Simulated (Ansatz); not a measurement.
**Where V_S puts its levels in the gap of CdS (F-43m)**

Aim: at which Fermi levels does V_S in CdS (F-43m) change its charge? The model is a cell of 54 host atoms with 1 S taken out.

Program: Ansatz 0.2.0. Level of theory: place-levels on r2SCAN runs: charge-transition levels and formation energies with image-charge correction and potential alignment at the atomic sites; PAW set soft_1. Results are calculated unless marked as measured.

**1. Set-up**

The cell holds 53 atoms: 27 Cd and 26 S. Its edges and angles: a = 12.471 Å, b = 12.471 Å, c = 12.471 Å, α = 60.0°, β = 60.0°, γ = 60.0°. It derives from CdS (space group F-43m). Nearest the centre at fractional (0.250, 0.583, 0.583): Cd16 at 2.55 Å, Cd32 at 2.55 Å, Cd28 at 2.55 Å, Cd34 at 2.55 Å, S11 at 4.16 Å, S25 at 4.16 Å, S6 at 4.16 Å, S8 at 4.16 Å.

Structure file:

```xyz
53
Lattice="0.0000 8.8180 8.8180 8.8180 0.0000 8.8180 8.8180 8.8180 0.0000" Properties=species:S:1:pos:R:3 pbc="T T T"
Cd    0.0000    0.0000    0.0000
S     4.4090    4.4090    4.4090
Cd    2.9393    2.9393    0.0000
S     7.3484    7.3484    4.4090
Cd    5.8787    5.8787    0.0000
S    10.2877   10.2877    4.4090
Cd    2.9393    0.0000    2.9393
S     7.3484    4.4090    7.3484
Cd    5.8787    2.9393    2.9393
Cd    8.8180    5.8787    2.9393
S    13.2270   10.2877    7.3484
Cd    5.8787    0.0000    5.8787
S    10.2877    4.4090   10.2877
Cd    8.8180    2.9393    5.8787
S    13.2270    7.3484   10.2877
Cd   11.7574    5.8787    5.8787
S    16.1664   10.2877   10.2877
Cd    0.0000    2.9393    2.9393
S     4.4090    7.3484    7.3484
Cd    2.9393    5.8787    2.9393
S     7.3484   10.2877    7.3484
Cd    5.8787    8.8180    2.9393
S    10.2877   13.2270    7.3484
Cd    2.9393    2.9393    5.8787
S     7.3484    7.3484   10.2877
Cd    5.8787    5.8787    5.8787
S    10.2877   10.2877   10.2877
Cd    8.8180    8.8180    5.8787
S    13.2270   13.2270   10.2877
Cd    5.8787    2.9393    8.8180
S    10.2877    7.3484   13.2270
Cd    8.8180    5.8787    8.8180
S    13.2270   10.2877   13.2270
Cd   11.7574    8.8180    8.8180
S    16.1664   13.2270   13.2270
Cd    0.0000    5.8787    5.8787
S     4.4090   10.2877   10.2877
Cd    2.9393    8.8180    5.8787
S     7.3484   13.2270   10.2877
Cd    5.8787   11.7574    5.8787
S    10.2877   16.1664   10.2877
Cd    2.9393    5.8787    8.8180
S     7.3484   10.2877   13.2270
Cd    5.8787    8.8180    8.8180
S    10.2877   13.2270   13.2270
Cd    8.8180   11.7574    8.8180
S    13.2270   16.1664   13.2270
Cd    5.8787    5.8787   11.7574
S    10.2877   10.2877   16.1664
Cd    8.8180    8.8180   11.7574
S    13.2270   13.2270   16.1664
Cd   11.7574   11.7574   11.7574
S    16.1664   16.1664   16.1664
```

The host's dielectric constants go in as inputs: 6.49 for the electrons alone, 10.34 with the ions, computed on the host (DFPT, PBEsol, on the r2SCAN cell), and a cell off the functional's own equilibrium shifts the ionic part.

The cell's shortest repeat is 12.5 Å.

**2. What was run first**

A transition level is the Fermi level at which two charge states cost the same, so each charge needs its own total energy, at its own relaxed structure.

Each atom starts 0.05 Å or so off its site in a random direction: a symmetric start keeps its symmetry, and would miss off-centre moves and Jahn–Teller distortions. Forces are taken at one point at (¼, ¼, ¼). The cell holds 1 electron more than the neutral one, with a uniform background that keeps it neutral on the whole. The electron count is odd, so at least one spin is unpaired; this run locks the moment at 1 μB.

The sampling was tested on the host first: at the k-points planned (1x1x1 shifted 0.25 0.25 0.25) its energy lies 0.033 eV an atom from the dense-mesh value, so the final energies take a denser sampling.

One state's input; the others differ in charge, spin, start and seed, and in occupations where the table says so.

Input file qm1_M1.relax/input.yaml:

```yaml
crystal:
  lattice:
    - [0.0, 2.93934313, 2.93934313]
    - [2.93934313, 0.0, 2.93934313]
    - [2.93934313, 2.93934313, 0.0]
  atoms:
    - { symbol: Cd, position: [0.0, 0.0, 0.0] }
    - { symbol: S, position: [0.75, 0.75, 0.75] }
  supercell: [3, 3, 3]
  defects: [{ vacancy: 9 }]
total_charge: -1
basis:
  ecutwfc: 500
  xc_grid: 2
hamiltonian:
  xc: r2scan
  pseudopotentials: { kind: paw, azcp: { folder: soft_1 } }
kpoints:
  mp_grid: { grid: [1, 1, 1], shift: [0.25, 0.25, 0.25] }
magnetization:
  spin_polarized: true
  initial_magnetization: 1
  spin_locking: { lock_magnetization: hard }
scf:
  occupations: { method: fixed }
  max_iter: 80
output:
  forces: true
  charged_corrections: { epsilon: 6.49, static_epsilon: 10.34 }
relax:
  f_tol: 0.02
  max_steps: 80
  random_displacement: { amplitude: 0.05, seed: 3627 }
checkpoint:
  write: "../qm1_M1.relax.run"
  compress: false
  write_wavefunctions: true
  write_every: 100000
```

Launch:

```console
ansatz run input.yaml --threads 6 --pin off --max-ram 37683MiB --backend cuda --events-out ev --progress --plain --runs-dir out
```

The relaxed structure is kept and the sampling changed to a 2×2×2 shifted mesh.

The run of this state that the levels use, under r2SCAN:

Input file qm1_M1.point/input.yaml:

```yaml
crystal:
  checkpoint: "../qm1_M1.relax.run"
  host: checkpoint
total_charge: -1
basis:
  ecutwfc: 500
  xc_grid: 2
hamiltonian:
  xc: r2scan
  pseudopotentials: { kind: paw, azcp: { folder: soft_1 } }
kpoints:
  mp_grid: { grid: [2, 2, 2], shift: [0.5, 0.5, 0.5] }
magnetization:
  spin_polarized: true
  initial_magnetization: 1
  spin_locking: { lock_magnetization: hard }
scf:
  occupations: { method: fermi_dirac, width: 0.01 }
  max_iter: 80
output:
  forces: true
  eigenvalues: true
  charged_corrections:
    epsilon: 6.49
    static_epsilon: 10.34
    defect_position: [0.25, 0.583333, 0.583333]
  eigenstates: { localisation: true }
  populations: true
  efg: {}
checkpoint:
  read: "../qm1_M1.relax.run"
  write: "../qm1_M1.point.run"
  compress: false
  write_wavefunctions: false
  write_every: 100000
```

Relaxations under r2SCAN at one point at (¼, ¼, ¼); times on 1 × NVIDIA H100 80GB HBM3 with 6 threads of AMD EPYC 7R13 (Zen 3), shared host:

```tsv
charge	moment (μB)	occupations	outcome	steps	largest displacement against the far atoms (Å)	time
−1	1	fixed	converged	8	0.49	21 s
0	0	fixed	converged	4	0.41	8.3 s
+1	1	fixed	converged	5	0.28	15 s
+2	0	fixed	converged	7	0.60	12 s
```

Single points under r2SCAN at a 2×2×2 shifted mesh; times on 1 × NVIDIA H100 80GB HBM3 with 6 threads of AMD EPYC 7R13 (Zen 3), shared host:

```tsv
charge	moment (μB)	occupations	outcome	time
−1	1	fermi-dirac	converged	26 s
0	0	fermi-dirac	converged	11 s
+1	1	fermi-dirac	converged	25 s
+2	0	fermi-dirac	converged	11 s
```

Distances (Å) from the ideal centre to the nearest atoms after relaxation with r2SCAN:

```tsv
charge	moment (μB)	1.	2.	3.	4.	5.	6.
−1	1	Cd 2.06	Cd 2.06	Cd 2.06	Cd 2.32	S 4.04	S 4.04
0	0	Cd 2.13	Cd 2.18	Cd 2.21	Cd 2.23	S 4.06	S 4.07
+1	1	Cd 2.68	Cd 2.70	Cd 2.70	Cd 2.83	S 4.14	S 4.14
+2	0	Cd 3.14	Cd 3.14	Cd 3.14	Cd 3.15	S 4.17	S 4.17
```

**3. Levels against the band edges, r2SCAN**

A charged cell interacts with its images and the background, and its potential has another zero than the host's. place-levels removes the first by a point-charge model, screened by the static dielectric constant since the ions have relaxed around the charge, and the second by comparing potentials at atoms far from the defect.

The host is a run of the defect-free crystal in the same cutoffs, grids and k-points, so that basis and sampling errors cancel in part in the differences. The host is run in a cell of 2 atoms on a matching mesh. Its band edges are searched through the zone by a band path, so the gap is smaller than, or equal to, that on the mesh. Chemical potentials are energies per atom of S (S12 rings, Pnnm, not the stable S8 form), run with the same functional and cutoff.

Input file levels.point.yaml:

```yaml
host:
  run: host.point.run
states: [qm1_M1.point.run, q0.point.run, qp1_M1.point.run, qp2.point.run]
geometry_from:
  qm1_M1.point.run: qm1_M1.relax.run
  q0.point.run: q0.relax.run
  qp1_M1.point.run: qp1_M1.relax.run
  qp2.point.run: qp2.relax.run
  host.point.run: host.relax.run
chemical_potentials:
  S:
    energy: -905.804739
    dataset: "<sha256 of the dataset>"
epsilon: 6.49
static_epsilon: 10.34
vertical:
  - { from: qm1_M1.point.run, to: qm1_M1.point_neutral.run }
  - { from: qp1_M1.point.run, to: qp1_M1.point_neutral.run }
  - { from: qp2.point.run, to: qp2.point_neutral.run }
```

Launch:

```console
ansatz place-levels levels.point.yaml -- --threads 6 --pin off --max-ram 37683MiB
```

Numbers of over 12 decimals in the logs are rounded to 6 here.

Log:

```text
[... repeated set-up lines and file paths are left out, and long positions are rounded to six places ...]
(+2/+1) 1.477 eV above the valence edge, 0.060 eV under the conduction edge; not on the lower envelope
(+1/0) 0.656 eV above the valence edge, 0.881 eV under the conduction edge; not on the lower envelope
(0/-1) 1.540 eV above the valence edge (+2.251 eV without the band-filling correction), in the conduction band
(+2/0) 1.067 eV above the valence edge, 0.470 eV under the conduction edge: charges between them are lowest nowhere
formation energy of charge +2: +1.072 eV with the Fermi level at the valence edge
formation energy of charge +1: +2.549 eV with the Fermi level at the valence edge
formation energy of charge 0: +3.205 eV with the Fermi level at the valence edge
formation energy of charge -1: +4.745 eV with the Fermi level at the valence edge
vertical -1 to 0: no energy, since no alignment is typed
  the change from vertical[0].from (qm1_M1.point.run) to vertical[0].to (qm1_M1.point_neutral.run): by its potential at epsilon 6.49 it stands at 0.261 0.595 0.594, with an rms radius of about 3.8 Å (2.2 2.2 2.2 Å across the planes of the cell's vectors); [...]
vertical +1 to 0: no energy, since no alignment is typed
  the change from vertical[1].from (qp1_M1.point.run) to vertical[1].to (qp1_M1.point_neutral.run): by its potential at epsilon 6.49 it stands at 0.252 0.585 0.585, with an rms radius of about 2.2 Å (1.3 1.3 1.3 Å across the planes of the cell's vectors); [...]
vertical +2 to 0: no energy, since no alignment is typed
  the change from vertical[2].from (qp2.point.run) to vertical[2].to (qp2.point_neutral.run): by its potential at epsilon 6.49 it stands at 0.259 0.593 0.593, with an rms radius of about 4.8 Å (2.8 2.8 2.8 Å across the planes of the cell's vectors); [...]
  edges by r2scan, gap 1.537 eV; the host is sampled to repeats of 24.94 Å
  the defect's cells are sampled to repeats of 24.94 Å, like sampling
  charge +2: -246848.8524 eV with its correction of +0.334 eV, at epsilon 10.34, aligned at sites: -0.1950 eV, mean over 19 atomic sites at or beyond 6.24 Å from the host's site at [0.2501, 0.5834, 0.5834] by the defect at [0.2500, 0.5833, 0.5833], with [...]
  charge +1: -246841.0555 eV with its correction of +0.015 eV, at epsilon 10.34, aligned at sites: -0.1655 eV, mean over 19 atomic sites at or beyond 6.24 Å from the host's site at [0.2501, 0.5834, 0.5834] by the defect at [0.2500, 0.5833, 0.5833], with [...]
  charge 0: +0.000 eV for its dipole among its images, +0.000 omitted
  charge -1: -246825.5086 eV with its correction of +0.275 eV, at epsilon 10.34, aligned at sites: -0.0938 eV, mean over 19 atomic sites at or beyond 6.24 Å from the host's site at [0.2501, 0.5834, 0.5834] by the defect at [0.2500, 0.5833, 0.5833], with [...]
  of states[3] (qp2.point.run): it parts from the run at its places by a charge that spreads by about 2.8 Å along one vector (1.8 Å or more is wide), by its potential at epsilon 6.49, taken for that of held ions (one typed too small widens it), where the cell [...]
  of states[2] (qp1_M1.point.run): its alignment with the host at atomic sites is doubtful: the mean over the far sites moves by -0.0629 eV from their farther parts to their nearer, more than 0.05 eV. [...]
  of states[1] (q0.point.run): its alignment with the host at atomic sites is doubtful: the mean over the far sites moves by -0.0691 eV from their farther parts to their nearer, more than 0.05 eV. [...]
  of states[0] (qm1_M1.point.run): it parts from the run at its places by a charge that spreads by about 2.2 Å along one vector (1.8 Å or more is wide), by its potential at epsilon 6.49, taken for that of held ions (one typed too small widens it), where the [...]
  of vertical[0].from (qm1_M1.point.run): its moments are held at its close (magnetization.spin_locking), by a field of 0.033 eV a Bohr magneton, and its energy and levels are of the state that this holds: a run that lets them go can end lower; [...]
  of vertical[1].from (qp1_M1.point.run): stability_check_not_made
  of vertical[2].from (qp2.point.run): it parts from the run at its places by a charge that spreads by about 2.8 Å along one vector (1.8 Å or more is wide), by its potential at epsilon 6.49, taken for that of held ions (one typed too small widens it), where [...]
```

Run time: 0.43 s. Hardware: 6 threads of AMD EPYC 7R13 (Zen 3), shared host.

Levels between the charges placed, in eV above the valence top:

```tsv
	gap (eV)	(+2/+1)	(+1/0)	(0/−1)
r2SCAN	1.54	1.48	0.66	1.54
```

Corrections by state:

```tsv
charge	moment (μB)	image terms and alignment (eV)	band filling (eV)	ε used	over the lowest of its charge, as the program ranks them, band filling apart (eV)
+2	0.0	0.334	-	10.34	0.000
+1	1.0	0.015	-	10.34	0.000
0	0.0	0.000	-	-	0.000
−1	1.0	0.275	-0.712	10.34	0.000
```

The charged structures listed were also run neutral, and place-levels reads from each pair, by the potential or the spins, how wide the charge is by which they differ; that can be the carrier of either run.

```tsv
charge	rms radius (Å)	spread where it is widest against the cell (Å)	wide from (Å)	reading
+2	4.8	2.78	1.76	wide
+1	2.2	1.29	1.76	narrow
−1	3.8	2.19	1.76	wide
```

The neutral runs of these pairs need not share the spin of the lowest neutral state, and very wide values only mean spread over the cell.

From the program's caveats on the states, each cut to its opening words:

- charge +2: it parts from the run at its places by a charge that spreads by about 2.8 Å along one vector (1.8 Å or more is wide), by its potential at epsilon 6.49, taken [...]
- charge +2: its alignment with the host at atomic sites is doubtful: the mean over the far sites moves by -0.1260 eV from their farther parts to their nearer, more than [...]
- charge +1 (1 μB): its alignment with the host at atomic sites is doubtful: the mean over the far sites moves by -0.0629 eV from their farther parts to their nearer, more than [...]
- charge +1 (1 μB), −1 (1 μB): flagged: stability check not made
- charge 0: its alignment with the host at atomic sites is doubtful: the mean over the far sites moves by -0.0691 eV from their farther parts to their nearer, more than [...]
- charge −1 (1 μB): it parts from the run at its places by a charge that spreads by about 2.2 Å along one vector (1.8 Å or more is wide), by its potential at epsilon 6.49, taken [...]
- charge −1 (1 μB): a band-filling correction moves a carrier to the host's band edge, which changes its energy by -0.712 eV
- charge −1 (1 μB): the host's ions (past the first shell or, of a walk that freed a part, those that it held) aren't shown at rest: they stand up to 0.126 Å off their sites, 3.37 [...]
- charge −1 (1 μB): its moments are held at its close (magnetization.spin_locking), by a field of 0.033 eV a Bohr magneton, and its energy and levels are of the state that this [...]

The host's formation energy from the elements is -0.806 eV per atom; it sets how far the chemical potentials can move.

Limit set by the element alone; other compounds of these elements are not counted. Chemical potentials from the elements' reference states: Cd 0.00 eV, S -1.61 eV. Formation energy by charge state (Cd-rich; gap 1.54 eV):

```tsv
charge	at valence top (eV)	at conduction bottom (eV)	correction included (eV)
+2	-0.54	2.53	0.33
+1	0.94	2.47	0.02
0	1.59	1.59	0.00
−1	3.13	1.60	-0.44
```

```csv
Fermi level (eV),lowest formation energy (eV)
0.00,-0.54
0.14,-0.26
0.28,0.02
0.42,0.30
0.56,0.58
0.70,0.86
0.84,1.14
0.98,1.42
1.12,1.59
1.26,1.59
1.40,1.59
1.54,1.59
```

Limit set by the element alone; other compounds of these elements are not counted. Chemical potentials from the elements' reference states: S 0.00 eV, Cd -1.61 eV. Formation energy by charge state (S-rich; gap 1.54 eV):

```tsv
charge	at valence top (eV)	at conduction bottom (eV)	correction included (eV)
+2	1.07	4.15	0.33
+1	2.55	4.09	0.02
0	3.21	3.21	0.00
−1	4.75	3.21	-0.44
```

```tsv
Fermi level (eV)	lowest formation energy (eV)
0.00	1.07
0.14	1.35
0.28	1.63
0.42	1.91
0.56	2.19
0.70	2.47
0.84	2.75
0.98	3.03
1.12	3.21
1.26	3.21
1.40	3.21
1.54	3.21
```

**4. The same at the relaxations' own k-points**

The relaxations' own energies give the levels at their sampling, for comparison.

Input file levels.relax_mesh.yaml:

```yaml
host:
  run: host.relax.run
states: [qm1_M1.relax.run, q0.relax.run, qp1_M1.relax.run, qp2.relax.run]
chemical_potentials:
  S:
    energy: -905.804739
    dataset: "<sha256 of the dataset>"
```

Launch:

```console
ansatz place-levels levels.relax_mesh.yaml -- --threads 6 --pin off --max-ram 37683MiB
```

Log:

```text
[...]
formation energy of charge +2: +1.011 eV with the Fermi level at the valence edge
formation energy of charge +1: +2.216 eV with the Fermi level at the valence edge
formation energy of charge 0: +2.688 eV with the Fermi level at the valence edge
formation energy of charge -1: +4.250 eV with the Fermi level at the valence edge
  edges by r2scan, gap 1.518 eV; the host is sampled to repeats of 12.47 Å
[... the lines on each state left out ...]
```

The job ended after 0.13 s (6 threads).

Levels between neighbouring charges, in eV above the valence top:

```tsv
	gap (eV)	(+2/+1)	(+1/0)	(0/−1)
one point at (¼, ¼, ¼)	1.52	1.20	0.47	1.56
a 2×2×2 shifted mesh	1.54	1.48	0.66	1.54
```

Going from one point at (¼, ¼, ¼) to a 2×2×2 shifted mesh moves the levels that carry no band-filling term by up to 0.27 eV and formation energies against the elements by up to 0.52 eV; band-filling terms, which differ between samplings, are in these energies.

**5. Outcome**

- gap of the host: 1.54 eV (r2SCAN)
- level (plus 2/plus 1): 1.48 eV above the valence top, not a change between lowest states
- level (plus 1/0): 0.66 eV above the valence top, not a change between lowest states
- level (0/minus 1): 1.54 eV above the valence top, at the conduction bottom (2.25 eV above the valence top without the band-filling term)
- level (plus 2/0): 1.07 eV above the valence top
- lowest of the charges placed, just above the valence top (0.02 eV): +2
- lowest of the charges placed, just below the conduction bottom (0.02 eV): 0
- lowest formation energy at mid-gap of the charges run, Cd-rich: 1.00 eV
- lowest formation energy at mid-gap of the charges run, S-rich: 2.61 eV

**Reading.** Of the charges placed (−1, 0, +1 and +2), the lowest changes at 1.07 eV (+2/0) above the valence top, in a gap of 1.54 eV. (+2/0) passes over charge +1, which lies 0.41 eV above the two there; a lower structure or spin state of it, if missed, would change that. Charges above +2 were not placed, so these runs say nothing of levels that involve them. States placed: +2 at 0 μB; +1 at 1 μB; 0 at 0 μB; −1 at 1 μB. Other spin states or structures, where not listed, weren't placed. The program finds carriers beyond a band edge of the host and adds a band-filling term at charge −1 (-0.71 eV); steps to such a charge show no bound level, and a defect level inside a band would be read the same way. Going from one point at (¼, ¼, ¼) to a 2×2×2 shifted mesh moves the levels that carry no band-filling term by up to 0.27 eV and formation energies against the elements by up to 0.52 eV; band-filling terms, which differ between samplings, are in these energies. The program doubts the alignment of potentials for at least one state, a sign that the cell is small. Limits: r2SCAN makes the gap too small and tends to spread out bound carriers; spin–orbit coupling, which can matter with heavy atoms, is left out; force components of up to 0.16 eV/Å remain in a run at the final settings.

[Logs are printed without paths, hosts, clocks, repeated set-up lines and the standing remarks that a program may print on its own settings, such as how far it seeks lower states.]

[Hosts, paths, dates, database ids (printed as entryN), source tags and the programs' standing remarks are cut or masked in the printed files.]

[Where a table of states has a column of steps, it counts the stored structures, which are thinned; the runs took as many ionic steps or more.]

[A defect's name tells the site on which it was built; relaxed atoms can leave that site.]

[For some hosts the program warned that the k-mesh of the response run may be too coarse for force constants and the static dielectric constant; such warnings are not shown here.]
